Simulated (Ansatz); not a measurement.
# Work function of Pb(110): what the settings cost and change

Aim: the work function of Pb(110) against thickness and vacuum, with the cost.

Method: plane-wave DFT, PBE, Ansatz PAW, in Ansatz 0.2.0.

Report form: the programs' logs are mostly left out.

## 1. Starting point

The cell holds 1 atom: 1 Pb. Cell: a = 4.950 Å, b = 3.500 Å, c = 18.000 Å, α = 90.0°, β = 90.0°, γ = 90.0°. Vacuum lies along c.

## 2. Run, setting 1 layer

A work function rests on the faint tail of the density, so the SCF threshold is tight. The slab grows from one layer, at fixed mesh and 18 Å of vacuum; then the vacuum is varied on one slab.

input.yaml

```yaml
crystal:
  lattice:
    - [4.95, 0.0, 0.0]
    - [0.0, 3.5001785669, 0.0]
    - [0.0, 0.0, 18.0]
  atoms:
    - { symbol: Pb, position: [0.5, 0.5, 0.5] }
kpoints:
  mp_grid: { grid: [8, 12, 1] }
hamiltonian:
  xc: pbe
scf:
  occupations: { method: fermi_dirac, width: 0.1 }
  convergence: { dr2_threshold: 1.0e-09 }
efield:
  axis: 3
  dipole_correction: true
  ramp_position: 0.97
  ramp_width: 0.06
output:
  write_potential: true
  write_density: true
  volumetric_format: npy
  elf: true
```

Run with:

```bash
$ ansatz run input.yaml --threads 2 --pin off --max-ram 3072MiB --backend cpu --events-out ev --progress --plain --runs-dir out
```

It took 16 s on 2 threads of Arm Neoverse N1, shared host; peak memory 0.48 GiB; 32 s of CPU time.

Numbers from this step:

```yaml
energy_at_zero_smearing: -11904.8982 eV
work_function_upper_face: 4.016 eV
```

Running mean over 1.75 Å of the planar mean; the ramp of the sawtooth is left out. Table of electron's electrostatic potential energy less the Fermi level by z:

```tsv
z (Å)	electron's electrostatic potential energy less the Fermi level (eV)
2.88	4.02
3.17	4.02
3.60	4.02
3.89	4.02
4.18	4.01
4.46	4.01
4.90	4.01
5.18	4.00
5.47	3.99
5.90	3.96
6.19	3.91
6.48	3.83
6.91	3.55
7.20	3.14
7.49	2.28
7.78	0.959
8.21	-1.31
8.50	-2.72
8.78	-3.77
9.22	-3.77
9.50	-2.72
9.79	-1.31
10.22	0.959
10.51	2.28
10.80	3.14
11.09	3.55
11.52	3.83
11.81	3.91
12.10	3.96
12.53	3.99
12.82	4.00
13.10	4.01
13.54	4.01
13.82	4.01
14.11	4.02
14.40	4.02
14.83	4.02
15.12	4.02
```

Valence density in the ca plane at fractional y = 0.500, with atoms of Pb within 0.2 Å of it. It is the smooth field of the valence electrons, not physical close to the nuclei.

Ten steps, logarithmic in the rise over the least value, from '0' (0.0 e/Å³) to '9' (8.6 e/Å³), each cell a mean:
```
00000000000000000000000000000000000000000000
00000000000000000000001000000000000000000000
00000000000000000000122210000000000000000000
00000000000000000001355421000000000000000000
00000000000000000013578742000000000000000000
00000000000000000013799852000000000000000000
00000000000000000013689752000000000000000000
00000000000000000012467531000000000000000000
00000000000000000001233310000000000000000000
00000000000000000000111100000000000000000000
00000000000000000000000000000000000000000000
00000000000000000000000000000000000000000000
```
Columns run along c (18.0 Å), rows up along a (5.0 Å). Atoms in or near the plane, at fractional coordinates: Pb at (0.50, 0.50).

Electrostatic potential energy in the ca plane at fractional y = 0.500, with atoms of Pb within 0.2 Å of it. With pseudopotentials it is smooth inside the atoms' cores, unlike the true potential.

Ten even steps from '0' (-28 eV) to '9' (2 eV), each cell a mean:
```
99999999999999999999999999999999999999999999
99999999999999999999999999999999999999999999
99999999999999999999877889999999999999999999
99999999999999999998521378999999999999999999
99999999999999999986000038999999999999999999
99999999999999999985000017999999999999999999
99999999999999999985000027999999999999999999
99999999999999999997200158999999999999999999
99999999999999999998755689999999999999999999
99999999999999999999988899999999999999999999
99999999999999999999999999999999999999999999
99999999999999999999999999999999999999999999
```
Columns run along c (18.0 Å; values clipped at the 3rd and 97th percentile), rows up along a (5.0 Å). Atoms in or near the plane, at fractional coordinates: Pb at (0.50, 0.50).

ELF in the ca plane at fractional y = 0.500, with atoms of Pb within 0.2 Å of it. It is the smooth field of the valence electrons, not physical close to the nuclei.

Ten even steps from '0' (0.00) to '9' (0.42), each cell a mean:
```
00000000000000000012233321100000000000000000
00000000000000001134566653210000000000000000
00000000000000011357888876421000000000000000
00000000000000012478999988632100000000000000
00000000000000123689954899742100000000000000
00000000000000124689800499753100000000000000
00000000000000123689821599752100000000000000
00000000000000013589987998642100000000000000
00000000000000012468899987531000000000000000
00000000000000001245777765311000000000000000
00000000000000000123444432110000000000000000
00000000000000000011222221100000000000000000
```
Columns run along c (18.0 Å), rows up along a (5.0 Å). Atoms in or near the plane, at fractional coordinates: Pb at (0.50, 0.50).

The work function is 4.016 eV.

## 3. Run, 2 atoms

System of this step: Pb(110). The cell holds 2 atoms: 2 Pb. Its edges and angles: a = 4.950 Å, b = 3.500 Å, c = 19.750 Å, α = 90.0°, β = 90.0°, γ = 90.0°. Vacuum lies along c.

input.yaml, the sections that differ from step 2:

```yaml
crystal:
  lattice:
    - [4.95, 0.0, 0.0]
    - [0.0, 3.5001785669, 0.0]
    - [0.0, 0.0, 19.7500892834]
  atoms:
    - { symbol: Pb, position: [0.5, 0.5, 0.4556941425] }
    - { symbol: Pb, position: [0.0, 0.0, 0.5443058575] }
output:
  write_potential: true
  write_density: true
  volumetric_format: npy
# kpoints, hamiltonian, scf, efield: as in step 2
```

It took 26 s on 2 threads; peak memory 0.56 GiB; 50 s of CPU time.

The work function is 3.886 eV, -0.130 eV from the run “1 layer”, at 1.6 times its CPU time.

## 4. Slab, 3 atoms

System of this step: Pb(110). The cell holds 3 atoms: 3 Pb. Its edges and angles: a = 4.950 Å, b = 3.500 Å, c = 21.500 Å, α = 90.0°, β = 90.0°, γ = 90.0°. Vacuum lies along c.

input.yaml, the sections that differ from step 3:

```yaml
crystal:
  lattice:
    - [4.95, 0.0, 0.0]
    - [0.0, 3.5001785669, 0.0]
    - [0.0, 0.0, 21.5001785669]
  atoms:
    - { symbol: Pb, position: [0.0, 0.0, 0.4186011745] }
    - { symbol: Pb, position: [0.5, 0.5, 0.5] }
    - { symbol: Pb, position: [0.0, 0.0, 0.5813988255] }
# kpoints, hamiltonian, scf, efield, output: as in step 3
```

Run time: 39 s. Hardware: 2 threads; peak memory 0.67 GiB.

The work function is 3.601 eV, -0.285 eV from the run “2 layers”, at 1.5 times its CPU time.

## 5. Run, 4 atoms

System of this step: Pb(110). The cell holds 4 atoms: 4 Pb. Cell: a = 4.950 Å, b = 3.500 Å, c = 23.250 Å, α = 90.0°, β = 90.0°, γ = 90.0°. Vacuum lies along c.

input.yaml, the sections that differ from step 4:

```yaml
crystal:
  lattice:
    - [4.95, 0.0, 0.0]
    - [0.0, 3.5001785669, 0.0]
    - [0.0, 0.0, 23.2502678503]
  atoms:
    - { symbol: Pb, position: [0.5, 0.5, 0.3870923147] }
    - { symbol: Pb, position: [0.0, 0.0, 0.4623641049] }
    - { symbol: Pb, position: [0.5, 0.5, 0.5376358951] }
    - { symbol: Pb, position: [0.0, 0.0, 0.6129076853] }
# kpoints, hamiltonian, scf, efield, output: as in step 4
```

Run time: 58 s. Hardware: 2 threads; peak memory 0.8 GiB.

The work function is 3.481 eV, -0.120 eV from the run “3 layers”, at 1.5 times its CPU time.

## 6. Slab, 5 atoms

System of this step: Pb(110). The cell holds 5 atoms: 5 Pb. Its edges and angles: a = 4.950 Å, b = 3.500 Å, c = 25.000 Å, α = 90.0°, β = 90.0°, γ = 90.0°. Vacuum lies along c.

input.yaml, the sections that differ from step 5:

```yaml
crystal:
  lattice:
    - [4.95, 0.0, 0.0]
    - [0.0, 3.5001785669, 0.0]
    - [0.0, 0.0, 25.0003571337]
  atoms:
    - { symbol: Pb, position: [0.0, 0.0, 0.3599948573] }
    - { symbol: Pb, position: [0.5, 0.5, 0.4299974287] }
    - { symbol: Pb, position: [0.0, 0.0, 0.5] }
    - { symbol: Pb, position: [0.5, 0.5, 0.5700025713] }
    - { symbol: Pb, position: [0.0, 0.0, 0.6400051427] }
# kpoints, hamiltonian, scf, efield, output: as in step 5
```

The job ended after 84 s (2 threads; peak memory 0.94 GiB).

The work function is 3.662 eV, +0.181 eV from the run “4 layers”, at 1.4 times its CPU time.

## 7. Slab, 6 atoms

System of this step: Pb(110). The cell holds 6 atoms: 6 Pb. Cell: a = 4.950 Å, b = 3.500 Å, c = 26.750 Å, α = 90.0°, β = 90.0°, γ = 90.0°. Vacuum lies along c.

input.yaml, the sections that differ from step 6:

```yaml
crystal:
  lattice:
    - [4.95, 0.0, 0.0]
    - [0.0, 3.5001785669, 0.0]
    - [0.0, 0.0, 26.7504464172]
  atoms:
    - { symbol: Pb, position: [0.5, 0.5, 0.3364429834] }
    - { symbol: Pb, position: [0.0, 0.0, 0.40186579] }
    - { symbol: Pb, position: [0.5, 0.5, 0.4672885967] }
    - { symbol: Pb, position: [0.0, 0.0, 0.5327114033] }
    - { symbol: Pb, position: [0.5, 0.5, 0.59813421] }
    - { symbol: Pb, position: [0.0, 0.0, 0.6635570166] }
# kpoints, hamiltonian, scf, efield, output: as in step 6
```

Run time: 1.8 min. Hardware: 2 threads; peak memory 1.1 GiB; 3.6 min of CPU time.

The work function is 3.735 eV, +0.073 eV from the run “5 layers”, at 1.3 times its CPU time.

## 8. Slab, 8 atoms

System of this step: Pb(110). The cell holds 8 atoms: 8 Pb. Cell: a = 4.950 Å, b = 3.500 Å, c = 30.251 Å, α = 90.0°, β = 90.0°, γ = 90.0°. Vacuum lies along c.

input.yaml, the sections that differ from step 7:

```yaml
crystal:
  lattice:
    - [4.95, 0.0, 0.0]
    - [0.0, 3.5001785669, 0.0]
    - [0.0, 0.0, 30.2506249841]
  atoms:
    - { symbol: Pb, position: [0.5, 0.5, 0.2975145143] }
    - { symbol: Pb, position: [0.0, 0.0, 0.3553675102] }
    - { symbol: Pb, position: [0.5, 0.5, 0.4132205061] }
    - { symbol: Pb, position: [0.0, 0.0, 0.471073502] }
    - { symbol: Pb, position: [0.5, 0.5, 0.528926498] }
    - { symbol: Pb, position: [0.0, 0.0, 0.5867794939] }
    - { symbol: Pb, position: [0.5, 0.5, 0.6446324898] }
    - { symbol: Pb, position: [0.0, 0.0, 0.7024854857] }
# kpoints, hamiltonian, scf, efield, output: as in step 7
```

The job ended after 3.2 min (2 threads; peak memory 1.5 GiB; 6.2 min of CPU time).

The work function is 3.598 eV, -0.137 eV from the run “6 layers”, at 1.7 times its CPU time.

## 9. Run, 10 atoms

System of this step: Pb(110). The cell holds 10 atoms: 10 Pb. Its edges and angles: a = 4.950 Å, b = 3.500 Å, c = 33.751 Å, α = 90.0°, β = 90.0°, γ = 90.0°. Vacuum lies along c.

input.yaml, the sections that differ from step 8:

```yaml
crystal:
  lattice:
    - [4.95, 0.0, 0.0]
    - [0.0, 3.5001785669, 0.0]
    - [0.0, 0.0, 33.7508035509]
  atoms:
    - { symbol: Pb, position: [0.5, 0.5, 0.2666603178] }
    - { symbol: Pb, position: [0.0, 0.0, 0.3185135805] }
    - { symbol: Pb, position: [0.5, 0.5, 0.3703668432] }
    - { symbol: Pb, position: [0.0, 0.0, 0.4222201059] }
    - { symbol: Pb, position: [0.5, 0.5, 0.4740733686] }
    - { symbol: Pb, position: [0.0, 0.0, 0.5259266314] }
    - { symbol: Pb, position: [0.5, 0.5, 0.5777798941] }
    - { symbol: Pb, position: [0.0, 0.0, 0.6296331568] }
    - { symbol: Pb, position: [0.5, 0.5, 0.6814864195] }
    - { symbol: Pb, position: [0.0, 0.0, 0.7333396822] }
# kpoints, hamiltonian, scf, efield, output: as in step 8
```

Wall time 4.6 min (2 threads); peak memory 2 GiB.

The work function is 3.656 eV, +0.058 eV from the run “8 layers”, at 1.5 times its CPU time.

## 10. Run, 13 atoms

System of this step: Pb(110). The cell holds 13 atoms: 13 Pb. Cell: a = 4.950 Å, b = 3.500 Å, c = 39.001 Å, α = 90.0°, β = 90.0°, γ = 90.0°. Vacuum lies along c.

input.yaml, the sections that differ from step 9:

```yaml
crystal:
  lattice:
    - [4.95, 0.0, 0.0]
    - [0.0, 3.5001785669, 0.0]
    - [0.0, 0.0, 39.0010714012]
  atoms:
    - { symbol: Pb, position: [0.0, 0.0, 0.2307628913] }
    - { symbol: Pb, position: [0.5, 0.5, 0.2756357427] }
    - { symbol: Pb, position: [0.0, 0.0, 0.3205085942] }
    - { symbol: Pb, position: [0.5, 0.5, 0.3653814456] }
    - { symbol: Pb, position: [0.0, 0.0, 0.4102542971] }
    - { symbol: Pb, position: [0.5, 0.5, 0.4551271485] }
    - { symbol: Pb, position: [0.0, 0.0, 0.5] }
    - { symbol: Pb, position: [0.5, 0.5, 0.5448728515] }
    - { symbol: Pb, position: [0.0, 0.0, 0.5897457029] }
    - { symbol: Pb, position: [0.5, 0.5, 0.6346185544] }
    - { symbol: Pb, position: [0.0, 0.0, 0.6794914058] }
    - { symbol: Pb, position: [0.5, 0.5, 0.7243642573] }
    - { symbol: Pb, position: [0.0, 0.0, 0.7692371087] }
# kpoints, hamiltonian, scf, efield, output: as in step 9
```

Run time: 7.7 min. Hardware: 2 threads; peak memory 2.8 GiB.

The work function is 3.643 eV, -0.014 eV from the run “10 layers”, at 1.7 times its CPU time.

## 11. Slab, 7 atoms

System of this step: Pb(110). The cell holds 7 atoms: 7 Pb. Its edges and angles: a = 4.950 Å, b = 3.500 Å, c = 20.501 Å, α = 90.0°, β = 90.0°, γ = 90.0°. Vacuum lies along c.

input.yaml, the sections that differ from step 10:

```yaml
crystal:
  lattice:
    - [4.95, 0.0, 0.0]
    - [0.0, 3.5001785669, 0.0]
    - [0.0, 0.0, 20.5005357006]
  atoms:
    - { symbol: Pb, position: [0.0, 0.0, 0.2438960656] }
    - { symbol: Pb, position: [0.5, 0.5, 0.3292640437] }
    - { symbol: Pb, position: [0.0, 0.0, 0.4146320219] }
    - { symbol: Pb, position: [0.5, 0.5, 0.5] }
    - { symbol: Pb, position: [0.0, 0.0, 0.5853679781] }
    - { symbol: Pb, position: [0.5, 0.5, 0.6707359563] }
    - { symbol: Pb, position: [0.0, 0.0, 0.7561039344] }
# kpoints, hamiltonian, scf, efield, output: as in step 10
```

Wall time 94 s (2 threads); peak memory 1 GiB; 3.1 min of CPU time.

The work function is 3.694 eV. The program marks this work function as in doubt.

## 12. Run, 7 atoms

The cell differs from the one that the last finished run ended in (c 20.501 → 24.501 Å).

input.yaml, the sections that differ from step 11:

```yaml
crystal:
  lattice:
    - [4.95, 0.0, 0.0]
    - [0.0, 3.5001785669, 0.0]
    - [0.0, 0.0, 24.5005357006]
  atoms:
    - { symbol: Pb, position: [0.0, 0.0, 0.2857080386] }
    - { symbol: Pb, position: [0.5, 0.5, 0.3571386924] }
    - { symbol: Pb, position: [0.0, 0.0, 0.4285693462] }
    - { symbol: Pb, position: [0.5, 0.5, 0.5] }
    - { symbol: Pb, position: [0.0, 0.0, 0.5714306538] }
    - { symbol: Pb, position: [0.5, 0.5, 0.6428613076] }
    - { symbol: Pb, position: [0.0, 0.0, 0.7142919614] }
# kpoints, hamiltonian, scf, efield, output: as in step 11
```

It took 1.9 min on 2 threads; peak memory 1.2 GiB.

The work function is 3.700 eV, +0.006 eV from the run “7 layers, 10 Å of vacuum”, at 1.2 times its CPU time.

## 13. Run, 7 atoms (run 2)

The cell differs from the one that the last finished run ended in (c 24.501 → 36.501 Å).

input.yaml, the sections that differ from step 12:

```yaml
crystal:
  lattice:
    - [4.95, 0.0, 0.0]
    - [0.0, 3.5001785669, 0.0]
    - [0.0, 0.0, 36.5005357006]
  atoms:
    - { symbol: Pb, position: [0.0, 0.0, 0.3561591563] }
    - { symbol: Pb, position: [0.5, 0.5, 0.4041061042] }
    - { symbol: Pb, position: [0.0, 0.0, 0.4520530521] }
    - { symbol: Pb, position: [0.5, 0.5, 0.5] }
    - { symbol: Pb, position: [0.0, 0.0, 0.5479469479] }
    - { symbol: Pb, position: [0.5, 0.5, 0.5958938958] }
    - { symbol: Pb, position: [0.0, 0.0, 0.6438408437] }
# kpoints, hamiltonian, scf, efield, output: as in step 12
```

Elapsed: 3 min, on 2 threads; peak memory 1.6 GiB; 6 min of CPU time.

The work function is 3.700 eV, +0.000 eV from the run “7 layers, 14 Å of vacuum”, at 1.6 times its CPU time.

## 14. Side by side

Times are for 2 threads of Arm Neoverse N1, shared host. The series side by side:

```tsv
no.	setting	work function, upper face (eV)	time	memory (GiB)
1	1 layer	4.016	16 s	0.48
2	2 layers	3.886	26 s	0.56
3	3 layers	3.601	39 s	0.67
4	4 layers	3.481	58 s	0.80
5	5 layers	3.662	84 s	0.94
6	6 layers	3.735	1.8 min	1.1
7	8 layers	3.598	3.2 min	1.5
8	10 layers	3.656	4.6 min	2.0
9	13 layers	3.643	7.7 min	2.8
10	7 layers, 10 Å of vacuum	3.694	94 s	1.0
11	7 layers, 14 Å of vacuum	3.700	1.9 min	1.2
12	7 layers, 26 Å of vacuum	3.700	3 min	1.6
```

## 15. A changed input

System of this step: Pb(110) monolayer. The cell holds 1 atom: 1 Pb. Its edges and angles: a = 4.950 Å, b = 3.500 Å, c = 18.000 Å, α = 90.0°, β = 90.0°, γ = 90.0°. Vacuum lies along c.

An input spoilt on purpose, to show how the run answers: it repeats the earlier run “1 layer” with efield.amplitude to 0 and efield.dipole_correction from true to false, and scf.max_iter set to 60; its output block differs too.

input.yaml, the sections that differ from step 13:

```yaml
crystal:
  lattice:
    - [4.95, 0.0, 0.0]
    - [0.0, 3.5001785669, 0.0]
    - [0.0, 0.0, 18.0]
  atoms:
    - { symbol: Pb, position: [0.5, 0.5, 0.5] }
scf:
  occupations: { method: fermi_dirac, width: 0.1 }
  convergence: { dr2_threshold: 1.0e-09 }
  max_iter: 60
efield:
  axis: 3
  dipole_correction: false
  ramp_position: 0.97
  ramp_width: 0.06
  amplitude: 0
# kpoints, hamiltonian, output: as in step 13
```

Wall time 0.04 s (2 threads); peak memory 0.03 GiB.

The input was rejected at the start.

The program's message: “Error: invalid value for `efield.amplitude`: is zero with dipole_correction: false — the section would apply nothing; set a non-zero amplitude, enable dipole_correction, or remove the block”

The fault put into the input: a field block that applies nothing.

## 16. Summary of results

```yaml
work_function_1_layer: 4.016 eV
work_function_4_layers: 3.481 eV
work_function_6_layers: 3.735 eV
work_function_13_layers: 3.643 eV
```

In words: The thickest slab gives 3.64 eV, and the settings tried spread the value from 3.48 to 4.02 eV. At 18 Å of vacuum, the slabs from 8 layers on stay within 0.05 eV of the thickest. Beyond two layers the value swings up and down with thickness, as is usual where quantum-well states cross the Fermi level; the levels were not examined here. Going from 10 to 26 Å of vacuum moves it by 0.007 eV. The program marks the value as in doubt in “7 layers, 10 Å of vacuum”. The ladder's slabs use the tabulated experimental lattice constant (two decimals; a low-temperature value for the alkali metals). In 1 run of the series (7 layers, 10 Å of vacuum) the program warns that electrons reach the sawtooth's ramp, which makes dipole and work function less sure.

[Logs are printed without paths, hosts, clocks, repeated set-up lines and the standing remarks that a program may print on its own settings, such as how far it seeks lower states.]

[Hosts, paths, dates, database ids (printed as entryN), source tags and the programs' standing remarks are cut or masked in the printed files.]

[Maps of the electrostatic potential energy from Ansatz leave out the sawtooth potential of an applied field or a dipole correction, so their vacuum need not be flat; planar profiles and work functions include it.]
